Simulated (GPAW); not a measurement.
## Quasiparticle gap of K2Pt (Fm-3m) in GPAW

Aim: the G0W0 gap of K2Pt (Fm-3m) on LDA, step by step.

Method: LDA and many-body steps on it, plane waves, in GPAW 26.7.0.

This is a report of a sequence of runs, with the program logs left out and the cost of each run kept.

## (1) The system as given

Symmetry: Fm-3m, No. 225, cubic system. Conventional cell: a = 7.563 Å, b = 7.563 Å, c = 7.563 Å, α = 90.00°, β = 90.00°, γ = 90.00°. Nearest to K lie 4 Pt at 3.27 Å. Nearest to Pt lie 8 K at 3.27 Å. Farther neighbours, and contacts between anions beyond the nearest, are not listed.

The cell and positions are those that the Materials Project relaxed with its own functionals (PBE, PBE+U or r2SCAN), kept fixed.

## (2) Ground state

This step: GPAW 26.7.0; DFT, LDA, plane waves, PAW.

The ground-state density comes first.

File run.py:

```python
import json
import numpy as np
from gpaw.mpi import world
from ase import Atoms
from gpaw import GPAW, PW, FermiDirac

atoms = Atoms(['K', 'K', 'Pt'],
    cell=[[0.0000000000, 3.7814631400, 3.7814631400],
      [3.7814631400, 0.0000000000, 3.7814631400],
      [3.7814631400, 3.7814631400, 0.0000000000]],
    scaled_positions=[[0.7500000000, 0.7500000000, 0.7500000000],
      [0.2500000000, 0.2500000000, 0.2500000000],
      [0.0000000000, 0.0000000000, 0.0000000000]],
    pbc=(True, True, True))
calc = GPAW(mode=PW(450),
    xc='LDA',
    kpts={'size': (6, 6, 6), 'gamma': True},
    occupations=FermiDirac(0.001),
    nbands=-7,
    convergence={'density': 1e-6, 'bands': -3},
    maxiter=100,
    txt='gs.txt')
atoms.calc = calc
res = {'energy': atoms.get_potential_energy()}
kpts = calc.get_ibz_k_points()
res['kpts'] = kpts
res['eigenvalues'] = [calc.get_eigenvalues(kpt=k) for k in range(len(kpts))]
res['n_electrons'] = calc.get_number_of_electrons()
calc.write('gs.gpw')

if world.rank == 0:
    with open('result.json', 'w') as f:
        json.dump(res, f, default=lambda x: x.tolist())
```

Launch:

```
mpirun -n 4 gpaw python run.py
```

Wall time 4.6 s (4 MPI ranks of AMD EPYC 9R45, shared host); peak memory 0.74 GiB.

Read from the output:

| Quantity | Value |
| --- | --- |
| total energy | -10.19 eV |
| gap | 1.314 eV |
| k of the valence top | 0.5, 0.5, 0 |
| k of the conduction bottom | 0.5, 0.5, 0.5 |
| least direct gap | 1.384 eV |

The gap is indirect, with the least direct gap 0.07 eV higher.

## (3) Empty states on the mesh, 2×2×2 mesh, 373 bands

The sums over transitions need many empty states on a uniform mesh; this step solves for them.

File run.py:

```python
import json
import numpy as np
from gpaw.mpi import world
from gpaw import GPAW

calc = GPAW('gs.gpw').fixed_density(kpts={'size': (2, 2, 2), 'gamma': True},
    parallel={'domain': 1, 'band': 1},
    txt='nscf.txt')
calc.diagonalize_full_hamiltonian(nbands=373)
calc.write('full.gpw', mode='all')
res = {}
kpts = calc.get_ibz_k_points()
res['kpts'] = kpts
res['eigenvalues'] = [calc.get_eigenvalues(kpt=k) for k in range(len(kpts))]
res['n_electrons'] = calc.get_number_of_electrons()

if world.rank == 0:
    with open('result.json', 'w') as f:
        json.dump(res, f, default=lambda x: x.tolist())
```

Launch:

```
mpirun -n 3 gpaw python run.py
```

It took 8.2 s on 3 MPI ranks; peak memory 1.6 GiB; 24 s of CPU time.

Read from the output:

```
gap                                                           : 1.314 eV
k of the valence top                                          : 0.5, 0.5, 0
k of the conduction bottom                                    : 0.5, 0.5, 0.5
least direct gap                                              : 1.384 eV
k points computed                                             : 3
lowest point of the top converged band, above the valence top : 121.8610 eV
```

On this mesh the gap is 1.314 eV.

## (4) Screening and self-energy, 2×2×2 mesh, 169 bands, screening to 78 eV

G0W0 replaces the xc potential by the self-energy, built once from these orbitals. Only a window of levels is corrected, while the sums run over the empty bands that the input names.

This step: G0W0 on LDA, plane waves, PAW.

File run.py:

```python
import json
import numpy as np
from gpaw.mpi import world
from gpaw.response.g0w0 import G0W0

gw = G0W0('full.gpw',
    filename='gw',
    kpts=[0, 1, 2],
    bands=(15, 19),
    ecut=78,
    nbands=169,
    integrate_gamma='WS',
    ppa=True)
gw.calculate()
res = {mode: {k: v for k, v in r.items() if k != 'sigma_eskwn'}
       for mode, r in gw.all_results.items()}

if world.rank == 0:
    with open('result.json', 'w') as f:
        json.dump(res, f, default=lambda x: x.tolist())
```

Launch:

```
mpirun -n 4 gpaw python run.py
```

Wall time 8.5 s (4 MPI ranks); peak memory 1.3 GiB.

This step gave:

```yaml
g0w0_gap_on_the_mesh: 2.222 eV
least_direct_g0w0_gap_on_the_computed_points: 2.326 eV
z_at_the_valence_top: 0.7657
z_at_the_conduction_bottom: 0.8196
starting_gap_on_the_mesh: 1.314 eV
k_of_the_valence_top: 0.5, 0.5, 0
k_of_the_conduction_bottom: 0.5, 0.5, 0.5
```

The gap on the mesh goes from 1.31 eV to 2.22 eV, a correction of +0.91 eV.

Limits: finite bands, cutoff and mesh; no spin polarisation; d states lean on the start; no spin-orbit coupling; coarse k mesh. v1 is the top filled band, c1 the lowest empty one. The levels before and after the correction (eV, zero at the valence-band top of each column):

|  | conduction bottom | valence top |
| --- | --- | --- |
| Kohn-Sham | 1.31 | 0.00 |
| G0W0 | 2.22 | 0.00 |

|  | level | energy (eV) |
| --- | --- | --- |
| Kohn-Sham | (0.5 0.5 0) v2 | -0.057 |
| Kohn-Sham | (0.5 0.5 0) v1 | 0.000 |
| Kohn-Sham | (0.5 0.5 0) c1 | 1.518 |
| Kohn-Sham | (0.5 0.5 0) c2 | 3.728 |
| Kohn-Sham | (0.5 0.5 0.5) v2-v1 | -0.070 |
| Kohn-Sham | (0.5 0.5 0.5) c1 | 1.314 |
| Kohn-Sham | (0.5 0.5 0.5) c2 | 4.137 |
| G0W0 | (0.5 0.5 0) v2 | -0.087 |
| G0W0 | (0.5 0.5 0) v1 | 0.000 |
| G0W0 | (0.5 0.5 0) c1 | 2.583 |
| G0W0 | (0.5 0.5 0) c2 | 4.700 |
| G0W0 | (0.5 0.5 0.5) v2-v1 | -0.104 |
| G0W0 | (0.5 0.5 0.5) c1 | 2.222 |
| G0W0 | (0.5 0.5 0.5) c2 | 5.599 |

## (5) Where the time went

Times are wall times on the hardware named with each run, good to a factor of about two.

| step | time | share | memory (GiB) |
| --- | --- | --- | --- |
| ground state | 4.6 s | 22 % | 0.74 |
| empty states on the mesh | 8.2 s | 39 % | 1.6 |
| screening and self-energy | 8.5 s | 40 % | 1.3 |

## (6) Summary of results

| Quantity | Value |
| --- | --- |
| LDA gap | 1.31 eV, indirect |
| G0W0 gap on the mesh | 2.22 eV |
| GW settings | 2×2×2 mesh, 169 bands, screening to 78 eV, Godby-Needs plasmon pole |
| known limits | short of the basis limit; no spin polarisation; d states lean on the start; no spin-orbit coupling; coarse k mesh |

What this shows: G0W0 moves the gap on the mesh from 1.31 eV to 2.22 eV (+0.91 eV), with Z of 0.77 and 0.82 at the edges. Bands and cutoff are finite, so the gap stands short of the basis limit, usually by up to a few tenths of an eV; the mesh is an error of its own. In this program the long-wavelength screening can come out low in d oxides and layered crystals. The 2×2×2 mesh is coarse for this cell, which bears on the long-range parts of exchange and screening. The runs have no spin polarisation. For a closed low-spin shell that is the natural state; where a d or f shell is open it is a constraint, and the gap is then not the crystal's own. With d states at the gap, one-shot GW leans hard on its start. The many-body steps are scalar-relativistic: spin-orbit coupling is not in them.

[Long decimals in the printed logs are rounded to 6 places.]

[Logs are printed without paths, hosts, clocks, repeated set-up lines and the standing remarks that a program may print on its own settings, such as how far it seeks lower states.]

[Paths, hosts, dates, memory and timing lines, banners, echoed tables and standing remarks are left out of the program output; an Ansatz launch command may be rebuilt from the run's recorded settings. Measured values are a selection of at most five: reports struck by readers or far from the other reports are left out. None is set beside runs whose start may be inverted or whose files or cutoffs have a known fault.]

[Runs of the session that timed out or met a known fault of the program may be left out.]

[Hosts, paths, dates, database ids (printed as entryN), source tags and the programs' standing remarks are cut or masked in the printed files.]

[Where the starting crystal was built by hand or by swapping elements, it need not be the compound's stable phase.]
